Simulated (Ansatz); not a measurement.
## Mo wire along [111], 19 atoms a period: bands along the axis

Wanted: the relaxed geometry and the bands of the Mo wire along [111], 19 atoms a period.

Program: Ansatz 0.2.0. Level of theory: DFT PBE, plane waves, PAW; relaxation of a wire's period; PAW set soft_1, in the first sound run; inputs show where later runs differ. Results are calculated unless marked as measured.

### 1. Starting point

The cell holds 19 atoms: 19 Mo. Cell: a = 15.738 Å, b = 17.121 Å, c = 2.737 Å, α = 90.0°, β = 90.0°, γ = 90.0°. Vacuum lies along a and b. The structure's axis is c.

### 2. Relaxing the period

Band widths follow the bond lengths, so the wire is relaxed first. The atoms and the third cell vector are free; the box across stays fixed as vacuum. A Fermi-Dirac smearing is set since the result may be a metal. The pressure printed is a third of the stress's trace over the whole box, vacuum included; only the stress along the axis is relaxed.

Contents of input.yaml:

```yaml
crystal:
  lattice:
    - [15.738, 0.0, 0.0]
    - [0.0, 17.121, 0.0]
    - [0.0, 0.0, 2.736640276]
  atoms:
    - { symbol: Mo, position: [0.216037616, 0.499985888, 0.0] }
    - { symbol: Mo, position: [0.358016103, 0.726035406, 0.0] }
    - { symbol: Mo, position: [0.49999459, 0.499985888, 0.0] }
    - { symbol: Mo, position: [0.641973077, 0.726035406, 0.0] }
    - { symbol: Mo, position: [0.216037616, 0.650685567, 0.333333333] }
    - { symbol: Mo, position: [0.358016103, 0.424636049, 0.333333333] }
    - { symbol: Mo, position: [0.49999459, 0.198586531, 0.333333333] }
    - { symbol: Mo, position: [0.49999459, 0.650685567, 0.333333333] }
    - { symbol: Mo, position: [0.641973077, 0.424636049, 0.333333333] }
    - { symbol: Mo, position: [0.783951564, 0.650685567, 0.333333333] }
    - { symbol: Mo, position: [0.216037616, 0.34928621, 0.666666667] }
    - { symbol: Mo, position: [0.358016103, 0.575335727, 0.666666667] }
    - { symbol: Mo, position: [0.49999459, 0.34928621, 0.666666667] }
    - { symbol: Mo, position: [0.49999459, 0.801385245, 0.666666667] }
    - { symbol: Mo, position: [0.641973077, 0.575335727, 0.666666667] }
    - { symbol: Mo, position: [0.783951564, 0.34928621, 0.666666667] }
    - { symbol: Mo, position: [0.358016103, 0.27393637, 0.0] }
    - { symbol: Mo, position: [0.641973077, 0.27393637, 0.0] }
    - { symbol: Mo, position: [0.783951564, 0.499985888, 0.0] }
kpoints:
  mp_grid: { grid: [1, 1, 30] }
scf:
  occupations: { method: fermi_dirac, width: 0.05 }
hamiltonian:
  xc: pbe
  pseudopotentials: { kind: paw, azcp: { folder: soft_1 } }
relax:
  cell: { fix: [a, b, alpha, beta, gamma] }
  max_steps: 45
  f_tol: 0.03
```

Run with:

```
> ansatz run input.yaml --threads 4 --pin off --max-ram 16384MiB --backend cpu --events-out ev --progress --plain --runs-dir out
```

Numbers of over 12 decimals in the logs are rounded to 6 here.

The log of the run:

```text
Engine: ansatz 0.2.0, x86_64-unknown-linux-gnu
Pseudopotentials: kind: paw
Pseudopotential: Mo, paw, valence charge 14, recommended cutoff 420 eV (normal), soft_1/Mo.paw.azcp
Functional definition: PBE
  parameter kappa = 0.804
  parameter beta = 0.066725
  exchange = pbe_x(kappa = kappa, mu = beta*pi^2/3)
  correlation = pbe_c(beta = beta)
Crystal: 19 atoms, lattice volume = 737.389 Å³
Basis set: ecut = 420 eV, 14449 PW (Γ), exchange–correlation on 216×240×40 points (8 copies of the dense FFT grid, shifted against one another)
Bands: 160, of which v1, the nominal top of the filled ones, is band 133 counted from 1 (132 counted from 0)
Symmetry: 4 space group operations
Space group: P2/m (ITA 10), of the structure as read, at distance tolerance 9.0e-5 Å
k-points: 16 of 30
Non-local potential: Mo, projectors of the file, l = 0: 3, l = 1: 2, l = 2: 2, l = 3: 1
PAW form: soft (Blöchl's): semilocal exchange-correlation on the pseudo side does not see the compensation charge
PAW one-centre angular grid: Mo, 590 points (default); XC on 64 Gauss nodes
Initial density: superposition of atomic densities (neutral atoms: chi_scale 0, normalization atom)
Initial wavefunctions: pseudopotential atomic-orbital guess
Functional: x = pbe(κ = 0.804, μ = 0.219515), c = pbe(β = 0.066725)
SCF iter   1: F=—  HF=-94161.758518 eV  |F-HF|=—  |Δ(HF+E_count)|=         —  Δρ=6.79e-2  dr2=1.42e2  ethr=3.10e-3  ⟨swp⟩=9.3  Hψ=11635  notcnv=0
preconditioner: auto → LDOS  [metal: Δε(μ)=0.005 eV  Ē_g=4.023 eV  σ=0.050 eV  W_gap=0.03  n_scr=116 (ndim 8)  ℏωp=14.6 eV  f_vac=0.459  D(μ)=27.43/eV (n_scr^D=208)  β→1.0]
SCF iter   2: F=—  HF=-94150.503747 eV  |F-HF|=—  |Δ(HF+E_count)|=    1.13e1  Δρ=4.65e-2  dr2=4.14e1  ethr=3.10e-3  ⟨swp⟩=4.2  Hψ=7077  notcnv=0  defer=28
SCF iter   3: F=—  HF=-94145.175767 eV  |F-HF|=—  |Δ(HF+E_count)|=    5.33e0  Δρ=1.06e-2  dr2=2.32e0  ethr=3.10e-3  ⟨swp⟩=3.9  Hψ=6334  notcnv=0  defer=22
SCF iter   4: F=—  HF=-94144.727684 eV  |F-HF|=—  |Δ(HF+E_count)|=   4.48e-1  Δρ=3.32e-3  dr2=1.11e-1  ethr=8.71e-4  ⟨swp⟩=3.9  Hψ=5348  notcnv=0  defer=22
SCF iter   5: F=—  HF=-94144.733294 eV  |F-HF|=—  |Δ(HF+E_count)|=   5.61e-3  Δρ=1.35e-3  dr2=3.33e-2  ethr=4.16e-5  ⟨swp⟩=2.5  Hψ=5130  notcnv=0  defer=22
SCF iter   6: F=—  HF=-94144.732364 eV  |F-HF|=—  |Δ(HF+E_count)|=   9.31e-4  Δρ=4.09e-4  dr2=2.59e-3  ethr=1.25e-5  ⟨swp⟩=2.0  Hψ=3514  notcnv=0  defer=22
SCF iter   7: F=—  HF=-94144.732598 eV  |F-HF|=—  |Δ(HF+E_count)|=   2.34e-4  Δρ=1.35e-4  dr2=3.30e-4  ethr=9.74e-7  ⟨swp⟩=2.6  Hψ=3635  notcnv=0  defer=22
SCF iter   8: F=—  HF=-94144.732670 eV  |F-HF|=—  |Δ(HF+E_count)|=   7.19e-5  Δρ=5.19e-5  dr2=5.02e-5  ethr=1.24e-7  ⟨swp⟩=2.5  Hψ=3662  notcnv=0  defer=22
SCF iter   9: F=—  HF=-94144.732804 eV  |F-HF|=—  |Δ(HF+E_count)|=   1.34e-4  Δρ=2.30e-5  dr2=8.60e-6  ethr=1.89e-8  ⟨swp⟩=3.2  Hψ=5296  notcnv=0  defer=22
SCF iter  10: F=—  HF=-94144.732805 eV  |F-HF|=—  |Δ(HF+E_count)|=   1.84e-7  Δρ=6.91e-6  dr2=3.83e-7  ethr=3.23e-9  ⟨swp⟩=2.5  Hψ=3996  notcnv=0  defer=22
SCF iter  11: F=-94144.732805 eV  HF=-94144.732805 eV  |F-HF|=5.97e-9  |Δ(HF+E_count)|=   2.44e-7  Δρ=2.30e-6  dr2=6.08e-8  ethr=3.76e-11  ⟨swp⟩=5.7  Hψ=9456  notcnv=0
SCF 1 converged in 11 iterations: F = -94144.732805 eV  dr2 = 6.08e-8
  greatest PAW one-centre occupation: 0.999 electrons in one spin orbital (limit 2), on the Mo atom at site 14 (counted from 0), in its partial waves of l = 0
relax step   1: F+E_penalty+E_count = -94144.73280475 eV  Δ(F+E_penalty+E_count) = +0.000e0 eV  max|allowed force component| = 1.661e0 eV/Å  Δτ_max = 0.0000 Å  P = -5.947 GPa  Ω = 737.389 Å³  fix = [a, b, alpha, beta, gamma]  reactions: a -5.513, b -5.462 GPa; alpha -0.003 GPa/rad  (11 SCF iters, dr2 threshold 1.00e-7 eV, accepted)
Crystal: 19 atoms, lattice volume = 708.238 Å³
Basis set: ecut = 420 eV, 13909 PW (Γ), exchange–correlation on 216×240×40 points (8 copies of the dense FFT grid, shifted against one another)
Initial density: handed on by an earlier stage of this run
Initial wavefunctions: those handed on with the density
iter 1 solved again at ethr=2.52e-3 eV; its pass at ethr=3.10e-3 eV (dr2=6.69e0 eV) is discarded
SCF iter   1: F=—  HF=-94146.296555 eV  |F-HF|=—  |Δ(HF+E_count)|=         —  Δρ=1.82e-2  dr2=6.79e0  ethr=2.52e-3  ⟨swp⟩=1.1  Hψ=15846  notcnv=0
preconditioner: auto → LDOS  [metal: Δε(μ)=0.007 eV  Ē_g=3.933 eV  σ=0.050 eV  W_gap=0.04  n_scr=114 (ndim 8)  ℏωp=14.9 eV  f_vac=0.490  D(μ)=18.39/eV (n_scr^D=96)  β→1.0]
SCF iter   2: F=—  HF=-94146.189863 eV  |F-HF|=—  |Δ(HF+E_count)|=   1.07e-1  Δρ=1.11e-2  dr2=3.32e0  ethr=2.52e-3  ⟨swp⟩=3.4  Hψ=4478  notcnv=0  defer=7
SCF iter   3: F=—  HF=-94145.863894 eV  |F-HF|=—  |Δ(HF+E_count)|=   3.26e-1  Δρ=2.60e-3  dr2=1.49e-1  ethr=1.25e-3  ⟨swp⟩=2.2  Hψ=4140  notcnv=0  defer=64
SCF iter   4: F=—  HF=-94145.845276 eV  |F-HF|=—  |Δ(HF+E_count)|=   1.86e-2  Δρ=7.63e-4  dr2=8.83e-3  ethr=5.59e-5  ⟨swp⟩=3.0  Hψ=4665  notcnv=0  defer=64
SCF iter   5: F=—  HF=-94145.845692 eV  |F-HF|=—  |Δ(HF+E_count)|=   4.16e-4  Δρ=2.64e-4  dr2=8.25e-4  ethr=3.32e-6  ⟨swp⟩=2.7  Hψ=3823  notcnv=0  defer=64
SCF iter   6: F=—  HF=-94145.846095 eV  |F-HF|=—  |Δ(HF+E_count)|=   4.02e-4  Δρ=8.24e-5  dr2=7.69e-5  ethr=3.10e-7  ⟨swp⟩=2.4  Hψ=3764  notcnv=0  defer=64
SCF iter   7: F=—  HF=-94145.846155 eV  |F-HF|=—  |Δ(HF+E_count)|=   6.04e-5  Δρ=2.54e-5  dr2=8.29e-6  ethr=2.89e-8  ⟨swp⟩=2.7  Hψ=3944  notcnv=0  defer=64
SCF iter   8: F=-94145.846159 eV  HF=-94145.846159 eV  |F-HF|=9.30e-8  |Δ(HF+E_count)|=   3.95e-6  Δρ=6.49e-6  dr2=6.39e-7  ethr=7.14e-10  ⟨swp⟩=5.6  Hψ=9589  notcnv=0
SCF 2 converged in 8 iterations: F = -94145.846159 eV  dr2 = 6.39e-7
relax step   2: F+E_penalty+E_count = -94145.84615886 eV  Δ(F+E_penalty+E_count) = -1.113e0 eV  max|allowed force component| = 1.131e0 eV/Å  Δτ_max = 0.1948 Å  P = +3.463 GPa  Ω = 708.238 Å³  energy of the carried Pulay correction = +2.838e-3 eV  fix = [a, b, alpha, beta, gamma]  reactions: a +2.909, b +2.905 GPa; alpha -0.005 GPa/rad  (8 SCF iters, dr2 threshold 1.90e-6 eV, accepted)
Crystal: 19 atoms, lattice volume = 720.026 Å³
Basis set: ecut = 420 eV, 14161 PW (Γ), exchange–correlation on 216×240×40 points (8 copies of the dense FFT grid, shifted against one another)
iter 1 solved again at ethr=3.43e-4 eV; its pass at ethr=3.10e-3 eV (dr2=9.12e-1 eV) is discarded
SCF iter   1: F=—  HF=-94146.325129 eV  |F-HF|=—  |Δ(HF+E_count)|=         —  Δρ=7.87e-3  dr2=9.27e-1  ethr=3.43e-4  ⟨swp⟩=2.7  Hψ=14261  notcnv=0
[...]
relax step   4: F+E_penalty+E_count = -94146.27786145 eV  Δ(F+E_penalty+E_count) = -5.323e-2 eV  max|allowed force component| = 2.288e-1 eV/Å  Δτ_max = 0.0414 Å  P = +0.086 GPa  Ω = 720.310 Å³  energy of the carried Pulay correction = +1.649e-3 eV  fix = [a, b, alpha, beta, gamma]  reactions: a +0.130, b +0.161 GPa; alpha +0.000 GPa/rad  (6 SCF iters, dr2 threshold 1.90e-6 eV, accepted)
[...]
relax step   5: F+E_penalty+E_count = -94146.30102519 eV  Δ(F+E_penalty+E_count) = -2.316e-2 eV  max|allowed force component| = 5.818e-2 eV/Å  Δτ_max = 0.0261 Å  P = -0.211 GPa  Ω = 720.032 Å³  energy of the carried Pulay correction = +1.676e-3 eV  fix = [a, b, alpha, beta, gamma]  reactions: a -0.271, b -0.238 GPa; alpha +0.005 GPa/rad  (6 SCF iters, dr2 threshold 1.90e-6 eV, accepted)
[...]
relax step   6: F+E_penalty+E_count = -94146.30276265 eV  Δ(F+E_penalty+E_count) = -1.737e-3 eV  max|allowed force component| = 7.075e-3 eV/Å  Δτ_max = 0.0084 Å  P = -0.022 GPa  Ω = 720.323 Å³  energy of the carried Pulay correction = +1.648e-3 eV  fix = [a, b, alpha, beta, gamma]  reactions: a -0.047, b -0.012 GPa; alpha +0.001 GPa/rad  (7 SCF iters, dr2 threshold 2.12e-7 eV, accepted)
Basis set: ecut = 420 eV, 14169 PW (Γ), exchange–correlation on 216×240×36 points (8 copies of the dense FFT grid, shifted against one another)
Initial wavefunctions: pseudopotential atomic-orbital guess (no wavefunctions were taken with the density)
iter 1 solved again at ethr=1.26e-7 eV; its pass at ethr=3.10e-3 eV (dr2=3.35e-4 eV) is discarded
SCF iter   1: F=—  HF=-94146.299909 eV  |F-HF|=—  |Δ(HF+E_count)|=         —  Δρ=3.73e-5  dr2=1.62e-6  ethr=1.26e-7  ⟨swp⟩=5.2  Hψ=20713  notcnv=0
preconditioner: auto → LDOS  [metal: Δε(μ)=0.008 eV  Ē_g=3.743 eV  σ=0.050 eV  W_gap=0.04  n_scr=114 (ndim 8)  ℏωp=14.8 eV  f_vac=0.484  D(μ)=18.15/eV (n_scr^D=96)  β→1.0]
SCF iter   2: F=—  HF=-94146.300919 eV  |F-HF|=—  |Δ(HF+E_count)|=   1.01e-3  Δρ=6.54e-6  dr2=1.72e-7  ethr=6.10e-10  ⟨swp⟩=3.2  Hψ=5621  notcnv=0
SCF iter   3: F=—  HF=-94146.300919 eV  |F-HF|=—  |Δ(HF+E_count)|=   5.11e-8  Δρ=2.02e-6  dr2=3.31e-8  ethr=6.48e-11  ⟨swp⟩=2.6  Hψ=4856  notcnv=0
SCF iter   4: F=—  HF=-94146.300919 eV  |F-HF|=—  |Δ(HF+E_count)|=   8.54e-9  Δρ=3.58e-7  dr2=1.91e-9  ethr=1.25e-11  ⟨swp⟩=3.1  Hψ=5442  notcnv=0
SCF iter   5: F=—  HF=-94146.300919 eV  |F-HF|=—  |Δ(HF+E_count)|=  1.16e-10  Δρ=1.37e-7  dr2=2.87e-10  ethr=1.00e-12  ⟨swp⟩=2.9  Hψ=5314  notcnv=0
SCF iter   6: F=-94146.300919 eV  HF=-94146.300919 eV  |F-HF|=2.91e-11  |Δ(HF+E_count)|=  1.75e-10  Δρ=5.99e-8  dr2=4.19e-11  ethr=1.00e-12  ⟨swp⟩=5.0  Hψ=8089  notcnv=0
SCF 7 converged in 6 iterations: F = -94146.300919 eV  dr2 = 4.19e-11
relax step   7: F+E_penalty+E_count = -94146.30091930 eV  Δ(F+E_penalty+E_count) = +1.843e-3 eV  max|allowed force component| = 6.993e-3 eV/Å  Δτ_max = 0.0000 Å  P = -0.019 GPa  Ω = 720.323 Å³  fix = [a, b, alpha, beta, gamma]  reactions: a -0.044, b -0.010 GPa; alpha +0.001 GPa/rad  stress off target by 3.48e-3 GPa on what of the cell is left free  SCF on the basis re-selected at this cell (its energy is not comparable with the rows above)  (6 SCF iters)
basis re-selected at this cell: Δ(F+E_penalty+E_count) = +1.843e-3 eV, ΔP = +0.003 GPa vs the last step (what re-selecting the basis moved, of the pressure what is left beyond the Pulay correction that the steps carried, after the strain that the cell walked since its last selection, with what the two solves' SCF thresholds leave and, on support functions, any second-order correction that the steps lacked; it is no measure of the basis error at this ecutwfc). The dense FFT grid was sized anew with the basis: this SCF ran on 108×120×18 points, the steps before it on 108×120×20, so part of this shift can come from that change (see relax.cell in the input reference). [rest of the remark cut]
SCF converged after 6 iterations
Free energy (F): -94146.300919 eV
Harris-Foulkes:  -94146.300919 eV  (|F-HF|=2.91e-11)
Internal energy: -94146.150081 eV  (E = F + TS)
E sigma→0 (E₀):  -94146.225500 eV
Entropy (-TS):   -0.150838 eV (-7.939 meV/atom)
Fermi energy:    6.283937 eV
--- Per-component energies (eV) ---
  E_band       = -4946.790844
  E_kinetic    = 8019.318850
  E_local      = -154500.462011  (includes V_loc(G=0)·N_el)
  E_nonlocal   = 2839.419460
  E_hartree    = 72947.890241
  E_xc         = -3333.044408
  E_vxc        = -4153.345996  (∫ρ·V_xc dr)
  E_paw        = -61032.450432  (= ΣΔE_a)
  E_vpaw       = -3047.504023  (= ΣTr[D̂ρ^β])
  E_aug_tail   = 0.000952  (compensation charges beyond the density's cutoff)
  E_ewald      = 40913.177267
  E_smearing   = -0.150838  (= −TS)
  E_closure    = -0.000000  (closes the sum)
  Σ components = -94146.300919   (vs F -94146.300919, Δ=0.00e0)
--- Forces (eV/Å), atoms counted from 1 ---
  atom   1  Mo     0.00699295     0.00000000    -0.00000000
  atom   2  Mo     0.00379623    -0.00649064    -0.00004767
  atom   3  Mo     0.00000000     0.00000000     0.00000000
  atom   4  Mo    -0.00379623    -0.00649064    -0.00004767
  atom   5  Mo    -0.00006831     0.00018472     0.00302855
  atom   6  Mo    -0.00629783    -0.00282013     0.00334527
  atom   7  Mo     0.00000000    -0.00006210     0.00261122
  atom   8  Mo     0.00000000     0.00640571     0.00362707
  atom   9  Mo     0.00629783    -0.00282013     0.00334527
  atom  10  Mo     0.00006831     0.00018472     0.00302855
  atom  11  Mo    -0.00006831    -0.00018472    -0.00302855
  atom  12  Mo    -0.00629783     0.00282013    -0.00334527
  atom  13  Mo     0.00000000    -0.00640571    -0.00362707
  atom  14  Mo     0.00000000     0.00006210    -0.00261122
  atom  15  Mo     0.00629783     0.00282013    -0.00334527
  atom  16  Mo     0.00006831    -0.00018472    -0.00302855
  atom  17  Mo     0.00379623     0.00649064     0.00004767
  atom  18  Mo    -0.00379623     0.00649064     0.00004767
  atom  19  Mo    -0.00699295    -0.00000000     0.00000000
  max |Σ_I F_I| component: 2.33e-18 eV/Å
--- Stress (GPa, compression-positive) ---
       -0.043880      -0.000000      -0.000000
       -0.000000      -0.009722      -0.000836
       -0.000000      -0.000836      -0.003477
  P = ⅓ Tr σ = -0.0190 GPa (-0.190 kbar)
--- Relaxed structure (6 steps of the walk, 6 accepted, 1 SCFs on fresh bases) ---
  F+E_penalty+E_count = -94146.30091930 eV   max|allowed force component| = 6.993e-3 eV/Å   (the final SCF, on the basis selected at the relaxed cell)
  cell:  # Å, volume = 720.3231 Å³
    - [15.738, 0, 0]
    - [0, 17.121, 0]
    - [0, 0, 2.673306]
  atoms:
    - { symbol: Mo, position: [0.218220, 0.499986, 0] }
    - { symbol: Mo, position: [0.359107, 0.724186, -0.00010824] }
    - { symbol: Mo, position: [0.500000, 0.499986, 0] }
    - { symbol: Mo, position: [0.640893, 0.724186, -0.00010824] }
    - { symbol: Mo, position: [0.225382, 0.645757, 0.341049] }
    - { symbol: Mo, position: [0.356043, 0.423601, 0.331274] }
    - { symbol: Mo, position: [0.500000, 0.208636, 0.340897] }
    - { symbol: Mo, position: [0.500000, 0.652651, 0.331691] }
    - { symbol: Mo, position: [0.643957, 0.423601, 0.331274] }
    - { symbol: Mo, position: [0.774618, 0.645757, 0.341049] }
    - { symbol: Mo, position: [0.225382, 0.354215, 0.658951] }
    - { symbol: Mo, position: [0.356043, 0.576370, 0.668726] }
    - { symbol: Mo, position: [0.500000, 0.347321, 0.668309] }
    - { symbol: Mo, position: [0.500000, 0.791336, 0.659103] }
    - { symbol: Mo, position: [0.643957, 0.576370, 0.668726] }
    - { symbol: Mo, position: [0.774618, 0.354215, 0.658951] }
    - { symbol: Mo, position: [0.359107, 0.275785, 0.00010824] }
    - { symbol: Mo, position: [0.640893, 0.275785, 0.00010824] }
    - { symbol: Mo, position: [0.781780, 0.499986, 0] }
```

Elapsed: 86 s, on 4 threads of AMD EPYC 9R45, shared host; peak memory 3.2 GiB; 5.4 min of CPU time.

(Part 1 of 2 ends here.)

[Logs are printed without paths, hosts, clocks, repeated set-up lines and the standing remarks that a program may print on its own settings, such as how far it seeks lower states.]

[Hosts, paths, dates, database ids (printed as entryN), source tags and the programs' standing remarks are cut or masked in the printed files.]
